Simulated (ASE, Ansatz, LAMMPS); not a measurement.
# Twisted graphene bilayer, 55.59° (676 atoms): support functions against a reference

Aim: test how closely localised support functions follow the reference on twisted graphene bilayer, 55.59° (676 atoms), and at what cost.

Program: Ansatz 0.2.0. Level of theory: Kohn-Sham DFT, PBE+D3(BJ), PAW (set soft_2), plane waves. Results are calculated unless marked as measured.

**1. The structure**

The cell holds 676 atoms: 676 C. Its edges and angles: a = 31.980 Å, b = 31.980 Å, c = 17.430 Å, α = 90.0°, β = 90.0°, γ = 120.0°. It derives from C (graphene). Graphene (a = 2.46 Å) under graphene (a = 2.46 Å), bilayer, commensurate cell of 169 unit cells a layer, twist 55.59 deg; facing planes 3.43 Å apart as built; 14 Å of vacuum; minimised with a classical potential. Regions: layer 1, 338 atoms (338 C); layer 2, 338 atoms (338 C). Vacuum lies along c.

Limits known from the start: Beside vacuum, support functions can miss their usual error bounds without a warning. Sampling is at Γ alone, for a cell whose shortest periodic width is 28 Å.

**2. The classical run that made the cell**

A minimisation with a classical potential prepares the built cell.

This step: classical potential: AIREBO (Stuart, Tutein and Harrison, J. Chem. Phys. 112, 6472 (2000)) (LAMMPS stable Jul 2025 - Update 4).

in.lammps

```
units metal
atom_style atomic
boundary p p p
atom_modify map array
read_data structure.data
pair_style airebo 3.0 1 1
pair_coeff * * CH.airebo C
thermo_style custom step temp pe press lx ly lz fmax
thermo 200
min_style cg
minimize 0 1e-4 3000 30000
write_data relaxed.data nocoeff
```

On the command line:

```bash
lmp -in in.lammps -log log.lammps -screen none -nocite
```

Numbers of over 12 decimals in the logs are rounded to 6 here.

Output:

```text
LAMMPS (22 Jul 2025 - Update 4)
  676 atoms
   Step          Temp          PotEng         Press            Lx             Ly             Lz            Fmax     
         0   0             -5023.2161     -51805.502      31.98          27.695492      17.43          0.0093874971 
        59   0             -5023.2413     -51624.24       31.98          27.695492      17.43          6.4727636e-06
Loop time of 2.06907 on 1 procs for 59 steps with 676 atoms
Minimization stats:
  Stopping criterion = force tolerance
  Energy initial, next-to-last, final = 
     -5023.21610378429  -5023.24133239806  -5023.24133239819
  Force two-norm initial, final = 0.13340528 8.0726021e-05
  Force max component initial, final = 0.0093874971 6.4727636e-06
  Iterations, force evaluations = 59 118
```

Wall time 2.9 s (1 thread of Intel Xeon at 2.80GHz (Skylake/Cascade Lake), shared host).

**3. Plane-wave single point**

This run is the reference for what follows, at a cutoff of 420 eV.

input.yaml

```yaml
crystal:
  lattice:
    - [31.98, 0.0, 0.0]
    - [-15.99, 27.69549, 0.0]
    - [0.0, 0.0, 17.43]
  atoms:
    - { symbol: C, position: [0.04934, 0.91521, 0.40212] }
    - { symbol: C, position: [0.05131, 0.87182, 0.40218] }
    - { symbol: C, position: [0.09074, 0.00397, 0.40208] }
    - { symbol: C, position: [0.09272, 0.96058, 0.40212] }
    - { symbol: C, position: [0.05527, 0.78504, 0.40232] }
    - { symbol: C, position: [0.05724, 0.74164, 0.40241] }
    - { symbol: C, position: [0.09668, 0.8738, 0.40223] }
    - { symbol: C, position: [0.09866, 0.83041, 0.40231] }
    - { symbol: C, position: [0.13809, 0.96256, 0.40217] }
    - { symbol: C, position: [0.14007, 0.91917, 0.40223] }
    - { symbol: C, position: [0.06117, 0.65485, 0.40254] }
    - { symbol: C, position: [0.06313, 0.61145, 0.40259] }
    - { symbol: C, position: [0.1026, 0.74362, 0.40245] }
    - { symbol: C, position: [0.10457, 0.70022, 0.40253] }
    - { symbol: C, position: [0.14402, 0.83238, 0.40236] }
    - { symbol: C, position: [0.14599, 0.78899, 0.40245] }
    - { symbol: C, position: [0.18543, 0.92114, 0.4023] }
    - { symbol: C, position: [0.18741, 0.87775, 0.40237] }
    - { symbol: C, position: [0.22684, 0.0099, 0.40228] }
    - { symbol: C, position: [0.22882, 0.96651, 0.40233] }
    - { symbol: C, position: [0.06706, 0.52466, 0.40262] }
    - { symbol: C, position: [0.06902, 0.48126, 0.40262] }
    - { symbol: C, position: [0.1085, 0.61343, 0.4026] }
    - { symbol: C, position: [0.11045, 0.57003, 0.40264] }
    - { symbol: C, position: [0.14993, 0.70219, 0.40255] }
    - { symbol: C, position: [0.15189, 0.65879, 0.40262] }
    - { symbol: C, position: [0.19135, 0.79096, 0.40249] }
    - { symbol: C, position: [0.19332, 0.74756, 0.40257] }
    - { symbol: C, position: [0.23277, 0.87972, 0.40243] }
    - { symbol: C, position: [0.23474, 0.83633, 0.40251] }
    - { symbol: C, position: [0.27418, 0.96848, 0.4024] }
    - { symbol: C, position: [0.27616, 0.92509, 0.40246] }
    [... 638 atom lines left out ...]
    - { symbol: C, position: [0.03744, 0.86191, 0.59783] }
    - { symbol: C, position: [0.03942, 0.90728, 0.59788] }
    - { symbol: C, position: [0.9901, 0.77316, 0.59772] }
    - { symbol: C, position: [0.99207, 0.81852, 0.5978] }
    - { symbol: C, position: [0.99603, 0.90926, 0.59792] }
    - { symbol: C, position: [0.99802, 0.95463, 0.59795] }
kpoints:
  mp_grid: { grid: [1, 1, 1] }
hamiltonian:
  xc: pbe
  dispersion: d3bj
scf:
  occupations: { method: gaussian, width: 0.05 }
output:
  forces: true
  populations: intrinsic
  dos:
    method: { smearing: { sigma: 0.1 } }
    de: 0.1
    projected: { site_lists: { C: [C] } }
  eigenvalues: true
```

On the command line:

```bash
ansatz run input.yaml --threads 32 --pin off --max-ram 143360MiB --backend cuda --events-out ev --progress --plain --runs-dir out
```

Output:

```text
Warning: the atoms were moved onto the symmetric positions of the space group found under crystal.symmetry.tolerance 1.0e-5 (fractional; no operation is sought that the atoms, as they stand in a round, miss by more than twice it, and no atom is moved by as much as it), and the run uses the moved positions. [...]
Engine: ansatz 0.2.0, aarch64-unknown-linux-gnu
Pseudopotentials: kind: paw
Pseudopotential: C, paw, valence charge 4, recommended cutoff 420 eV (normal), C.paw.azcp
[...]
Crystal: 676 atoms, lattice volume = 15437.782 Å³
Basis set: ecut = 420 eV, 301595 PW (Γ), exchange–correlation on 432×432×240 points (8 copies of the dense FFT grid, shifted against one another)
Bands: 2028, of which v1, the nominal top of the filled ones, is band 1352 counted from 1 (1351 counted from 0)
Symmetry: 12 space group operations
Space group: P622 (ITA 177), of the structure as read, at distance tolerance 2.5e-4 Å
k-points: 1
[... 3 lines on functional and potentials left out ...]
Initial density: superposition of atomic densities (neutral atoms: chi_scale 0, normalization atom), corrected by the library's trained network
Initial wavefunctions: pseudopotential atomic-orbital guess
[...]
Functional: x = pbe(κ = 0.804, μ = 0.219515), c = pbe(β = 0.066725)
SCF iter   1: F=—  HF=-169712.730945 eV  |F-HF|=—  |Δ(HF+E_count)|=         —  Δρ=2.29e-3  dr2=9.72e-1  ethr=1.77e-3  ⟨swp⟩=8.0  Hψ=10491  notcnv=0  defer=514
preconditioner: auto → Resta (q_TF=auto, 2.041 Å⁻¹)  ε∞=2.0  [insulator: Δε(μ)=1.017 eV  Ē_g=15.230 eV  σ=0.050 eV  W_gap=1.00  n_scr=2212 (ndim 8)  ℏωp=15.5 eV  f_vac=0.597  D(μ)=0.00/eV (n_scr^D=0)  ε∞_Penn≈2.0  vacuum switching on, ρ_ref=1.7e-2 e/Å³]
SCF iter   2: F=—  HF=-169712.619892 eV  |F-HF|=—  |Δ(HF+E_count)|=   1.11e-1  Δρ=1.06e-3  dr2=1.76e-1  ethr=3.59e-5  ⟨swp⟩=2.0  Hψ=3130  notcnv=0  defer=591
SCF iter   3: F=—  HF=-169712.628010 eV  |F-HF|=—  |Δ(HF+E_count)|=   8.12e-3  Δρ=2.22e-4  dr2=1.32e-2  ethr=6.52e-6  ⟨swp⟩=2.0  Hψ=2716  notcnv=0  defer=591
SCF iter   4: F=—  HF=-169712.636796 eV  |F-HF|=—  |Δ(HF+E_count)|=   8.79e-3  Δρ=1.21e-4  dr2=3.65e-2  ethr=4.90e-7  ⟨swp⟩=2.0  Hψ=2378  notcnv=0  defer=591
SCF iter   5: F=—  HF=-169712.640763 eV  |F-HF|=—  |Δ(HF+E_count)|=   3.97e-3  Δρ=6.10e-5  dr2=2.91e-3  ethr=4.90e-7  ⟨swp⟩=2.0  Hψ=1999  notcnv=0  defer=591
SCF iter   6: F=—  HF=-169712.641062 eV  |F-HF|=—  |Δ(HF+E_count)|=   2.99e-4  Δρ=1.91e-5  dr2=1.39e-4  ethr=1.08e-7  ⟨swp⟩=2.0  Hψ=2077  notcnv=0  defer=591
[...]
SCF iter   8: F=—  HF=-169712.643136 eV  |F-HF|=—  |Δ(HF+E_count)|=   2.85e-3  Δρ=3.11e-6  dr2=3.50e-6  ethr=3.66e-10  ⟨swp⟩=2.0  Hψ=2716  notcnv=0  defer=664
SCF iter   9: F=—  HF=-169712.643147 eV  |F-HF|=—  |Δ(HF+E_count)|=   1.08e-5  Δρ=9.68e-7  dr2=3.18e-7  ethr=1.29e-10  ⟨swp⟩=2.0  Hψ=2078  notcnv=0  defer=664
SCF iter  10: F=-169712.643147 eV  HF=-169712.643147 eV  |F-HF|=5.58e-8  |Δ(HF+E_count)|=   4.67e-7  Δρ=4.30e-7  dr2=3.51e-8  ethr=3.70e-12  ⟨swp⟩=33.0  Hψ=23250  notcnv=0
SCF 1 converged in 10 iterations: F = -169712.643147 eV  dr2 = 3.51e-8
  greatest PAW one-centre occupation: 0.674 electrons in one spin orbital (limit 2), on the C atom at site 598 (counted from 0), in its partial waves of l = 0
SCF converged after 10 iterations
Free energy (F): -169712.643147 eV
Harris-Foulkes:  -169712.643147 eV  (|F-HF|=5.58e-8)
Internal energy: -169712.643147 eV  (E = F + TS)
E sigma→0 (E₀):  -169712.643147 eV
Fermi energy:    0.117485 eV
--- Per-component energies (eV) ---
  E_band       = -24523.216609
  E_kinetic    = 61573.059510
  E_local      = -1023657.789594  (includes V_loc(G=0)·N_el)
  E_nonlocal   = 18486.174595
  E_hartree    = 481950.433762
  E_xc         = -32477.496387
  E_vxc        = -40210.908241  (∫ρ·V_xc dr)
  E_paw        = -67169.168956  (= ΣΔE_a)
  E_vpaw       = -4614.616635  (= ΣTr[D̂ρ^β])
  E_aug_tail   = 0.005231  (compensation charges beyond the density's cutoff)
  E_ewald      = 391662.512823
  E_disp       = -80.374131  (pairwise vdW)
  E_smearing   = -0.000000  (= −TS)
  E_closure    = -0.000000  (closes the sum)
  Σ components = -169712.643147   (vs F -169712.643147, Δ=0.00e0)
--- Forces (eV/Å), atoms counted from 1 ---
[... 676 lines of forces left out ...]
  max |Σ_I F_I| component: 3.30e-15 eV/Å
--- Band table (eV) ---
[... left out ...]
--- intrinsic populations: 676 sites ---
  site symbol       q [e]
[... 676 lines, one an atom, left out ...]
  spilling = -0.000000 (of n_electrons = 2704.000000)
```

Elapsed: 20 s, on 1 × NVIDIA GB200 with 32 threads of Arm Neoverse V2, shared host; peak memory 8 GiB; 66 s of CPU time.

That memory is the host's. Forces of this run were stored rounded, and per-atom blocks of the log weren't kept.

The program notes that positions were snapped to a detected symmetry.

The run gave:

- free energy: -169712.6431 eV
- free energy per atom: -251.0542 eV/atom
- SCF cycles: 10
- r.m.s. force component: 0.01253 eV/Å
- longest force: 0.03703 eV/Å
- Fermi energy: 0.1175 eV

Intrinsic-atomic-orbital charges by element:

```csv
element,coordination,atoms,mean charge (e),spread,least,most
C,all,676,0,8.0e-4,-0.0016,0.0017
```

By region:

```csv
region,atoms,mean length of the force (eV/Å)
layer 1,338,0.02
layer 2,338,0.02
```

Density of states as counts of states in windows of 1 eV (from the Fermi level), total and some projections:

```
from (eV)  to (eV)  total    C p   C s
      -14      -13   65.6   32.4  32.6
      -13      -12  155.1  104.1  49.2
      -12      -11  127.4   86.2  40.0
      -11      -10   51.1   41.0   9.5
      -10       -9  169.6  132.3  35.7
       -9       -8  122.4  107.1  14.1
       -8       -7  208.8  186.9  19.1
       -7       -6  342.2  323.8  15.1
       -6       -5  221.3  216.6   2.9
       -5       -4  201.3  196.1   4.4
       -4       -3  196.2  194.8   0.7
       -3       -2  127.1  126.8   0.0
       -2       -1   83.2   82.7   0.0
       -1        0   19.7   19.6   0.0
        0        1   23.9   23.7   0.0
        1        2  111.9  108.3   0.0
        2        3  125.2  120.6   0.0
        3        4  102.2   69.1   0.1
        4        5  154.6   70.6   0.0
```

Between -20 and -14 eV lie 612 more states.

Not all projections were asked for or kept, so they needn't add up to the total.

The levels nearest the highest filled one (over half full), pooled over k-points and spins:

| level less the highest filled one (eV) | occupation |
| --- | --- |
| -0.0124 | 2 |
| -0.0124 | 2 |
| -0.0123 | 2 |
| -0.0123 | 2 |
| -1.0e-4 | 2 |
| 0 | 2 |
| 1.02 | 0 |
| 1.02 | 0 |
| 1.04 | 0 |
| 1.04 | 0 |
| 1.04 | 0 |
| 1.04 | 0 |

Intrinsic-atomic-orbital charges run from -0.00 to +0.00 e.

**4. Distances and neighbours**

These statistics describe the geometry on which the runs were made.

Normalised to the volume that the atoms fill. Pair distribution function in bins of 0.2 Å:

```
r (Å)  total
 1.40   4.17
 1.60   0.00
 1.80   0.00
 2.00   0.00
 2.20   0.00
 2.40   2.77
 2.60   0.00
 2.80   1.06
 3.00   0.00
 3.20   0.00
 3.40   0.20
 3.60   0.37
 3.80   1.55
 4.00   0.33
 4.20   1.26
 4.40   0.31
 4.60   0.30
 4.80   0.28
 5.00   0.97
 5.20   0.89
 5.40   0.26
 5.60   0.50
 5.80   0.23
 6.00   0.24
 6.20   0.67
 6.40   0.21
 6.60   1.00
 6.80   0.20
```

Bonds by pair of elements; cutoffs follow the first minimum of g(r), held within bounds set by covalent radii, and pairs that aren't listed don't count as bonded:

```
pair A-B  cutoff (Å)  bonds  mean length (Å)  spread (Å)  shortest (Å)  B about A  A about B
     C-C        1.82   1014             1.42           0          1.42          3          3
```

How many atoms have how many bonded neighbours:

```
element  mean    3
      C     3  676
```

Bond angles, per cent of each kind in bins of 5°:

| angle (°) | C-C-C |
| --- | --- |
| 115–120 | 53.4 |
| 120–125 | 46.6 |

Bond angles (no mean is given where the spread exceeds 20°):

```csv
angle,count,mean (°),spread (°)
C-C-C,2028,120,0
```

With the cutoffs above, all C atoms have 3 bonded neighbours.

The surroundings of C366, picked at random, nearest first, numbered as they follow in the input and with coordinates relative to it.

| atom | x | y | z | distance (Å) | bonds |
| --- | --- | --- | --- | --- | --- |
| C366 | 0.00 | 0.00 | 0.00 | 0.00 | 3 |
| C379 | -1.42 | 0.05 | 0.00 | 1.42 | 3 |
| C363 | 0.76 | 1.20 | 0.00 | 1.42 | 3 |
| C365 | 0.66 | -1.26 | 0.00 | 1.42 | 3 |
| C380 | -2.08 | 1.31 | 0.00 | 2.46 | 3 |
| C364 | 0.10 | 2.46 | 0.00 | 2.46 | 3 |
| C530 | -2.18 | -1.15 | 0.00 | 2.46 | 3 |
| C508 | -0.09 | -2.46 | 0.00 | 2.46 | 3 |
| C486 | 2.08 | -1.31 | 0.00 | 2.46 | 3 |
| C354 | 2.18 | 1.15 | 0.00 | 2.46 | 3 |

The column of bonds counts only the pairs C-C within 1.82 Å; other neighbours, such as metal atoms beside each other in a compound, aren't counted, and periodic images can show an atom twice.

**5. Support functions medium**

With localised support functions most steps grow linearly with size, though the diagonalisation grows faster unless the density matrix is cut; this run measures error and cost at this size. The level medium gives here a grid of 144×144×90 points and a radius of 3.48 Å.

This step: Kohn-Sham DFT, PBE+D3(BJ), PAW (set soft_2), localised support functions (medium) (Ansatz 0.2.0).

input.yaml, the sections that differ from step 3:

```yaml
scf:
  occupations: { method: gaussian, width: 0.05 }
  eigensolver: { kind: { support_functions: { accuracy: medium } } }
  mixing: { beta: 0.2 }
  max_iter: 150
output:
  forces: true
  eigenvalues: true
# crystal, kpoints, hamiltonian: as in step 3
```

Output:

```text
Warning: scf.eigensolver.kind.support_functions: disabling space-group detection — the functions' gradient is summed over unrotated k-points, so no spatial operation reduces the k-mesh or symmetrises the density; time reversal is kept, so that k and −k are solved as one point where they differ and the mesh holds both, and exact exchange and, on two spinor components, a DFT+U term hold to it where the run has them: [...]
settings of this run that can trade accuracy for cost: scf.eigensolver.kind.support_functions [...]
[...]
device memory: the entry about to start is reckoned to put 16.6 GiB on a device that reports 182.5 GiB free
GPU FFT provider: cuFFT
GPU libraries: cuBLAS 13.8.1, cuFFT 12.4.0, cuSOLVER 12.3.2
GPU matrix products: emulated (plane waves: as basis.precision tells), large ones in fixed point in workspaces of 1.00 GiB
Crystal: 676 atoms, lattice volume = 15437.782 Å³
Basis set: ecut = 420 eV, 301595 PW (Γ), exchange–correlation on 432×432×240 points (8 copies of the dense FFT grid, shifted against one another)
Bands: 1623, of which v1, the nominal top of the filled ones, is band 1352 counted from 1 (1351 counted from 0)
Symmetry: 1 space group operations
k-points: 1
[...]
GPU buffer pool allocated for 5598720 grid points (all kernels)
Eigensolver: Support functions (medium, 144×144×90 points, laid for a spacing of at most 0.228497 Å, radius 3.483834 Å, 510 sites without an atom, 1 species' potentials softened for the grid, 1 wholly corrected for its errors in the mean over positions, 1 with the egg-box correction, energy correction by stochastic trace)
[...]
SCF iter   1: F=—  HF=-169869.765859 eV  |F-HF|=—  |Δ(HF+E_count)|=         —  Δρ=6.66e-2  dr2=6.69e2  ethr=1.00e-1
[...]
SCF iter  12: F=—  HF=-169715.190930 eV  |F-HF|=—  |Δ(HF+E_count)|=   2.92e-3  Δρ=1.03e-5  dr2=1.48e-5  ethr=4.17e-9  κ⁻¹=2.3e-7(r=7)
SCF iter  13: F=-169715.193241 eV  HF=-169715.193240 eV  |F-HF|=2.89e-7  |Δ(HF+E_count)|=   2.31e-3  Δρ=2.55e-6  dr2=1.03e-6  ethr=5.48e-10
SCF 1 converged in 13 iterations: F = -169715.219873 eV  dr2 = 1.03e-6
[...]
SCF converged after 13 iterations
Stability not checked: this state was not tested for a lower state beside it, because the mixer in use, unlike msr1, does not test its closes by its own steps (another_mixer; see scf.mixing.algorithm and scf.lower_state_search)
Free energy (F): -169715.219873 eV
[...]
Internal energy: -169715.219873 eV  (E = F + TS)
E sigma→0 (E₀):  -169715.219873 eV
Fermi energy:    0.117249 eV
[...]
Σ components = -169715.219873   (vs F -169715.219873, Δ=0.00e0)
--- Forces (eV/Å), atoms counted from 1 ---
[... 676 lines of forces left out ...]
  max |Σ_I F_I| component: 3.95e-3 eV/Å
--- Band table (eV) ---
[... left out ...]
```

Elapsed: 10 s, on 1 × NVIDIA GB200 with 32 threads; peak memory 3.3 GiB.

That memory is the host's; the program planned up to 16.6 GiB on the GPU.

The program notes that the band table was not solved further than the SCF left it and it switched symmetry off. Further notices: band edge not converged.

Keys that differ from the reference: support_functions.accuracy = "medium", scf.max_iter = 150 and scf.mixing.beta = 0.2.

Forces differ from the reference by 3.0 meV/Å r.m.s.; the energy by -3.8 meV/atom.

**6. All settings compared**

Differences are against the plane-wave reference (Kohn-Sham DFT, PBE+D3(BJ), PAW (set soft_2), plane waves), whose r.m.s. force component is 0.0125 eV/Å. Energies are set beside the reference only for runs with its functional, potentials and electron count. Times are for 1 × NVIDIA GB200 with 32 threads of Arm Neoverse V2, shared host. The reference's time includes the DOS, which some other runs skip.

```
                     run  Δ force, r.m.s. (meV/Å)  Δ energy (meV/atom)  cycles  time  host memory (GiB)
               reference                        -                    -      10  20 s                8.0
support functions medium                     3.01                -3.81      13  10 s                3.3
```

**7. Outcome**

```json
{
  "free energy per atom": "-251.0542 eV/atom",
  "r.m.s. force component": "0.01253 eV/Å",
  "wall time of the 2 DFT runs": "30 s"
}
```

**Reading.** The setting support functions medium changes forces by 3.0 meV/Å r.m.s. Differences between support functions and plane waves include what basis error the plane-wave run still has.

No gap is quoted: the bands of a honeycomb sheet meet or nearly meet at one point of the zone, so the spacing of levels depends on whether the mesh holds it and on how the neighbours disturb the sheet. With the cutoffs above, all C atoms have 3 bonded neighbours.

[Logs are printed without paths, hosts, clocks, repeated set-up lines and the standing remarks that a program may print on its own settings, such as how far it seeks lower states.]

[Hosts, paths, dates, database ids (printed as entryN), source tags and the programs' standing remarks are cut or masked in the printed files.]
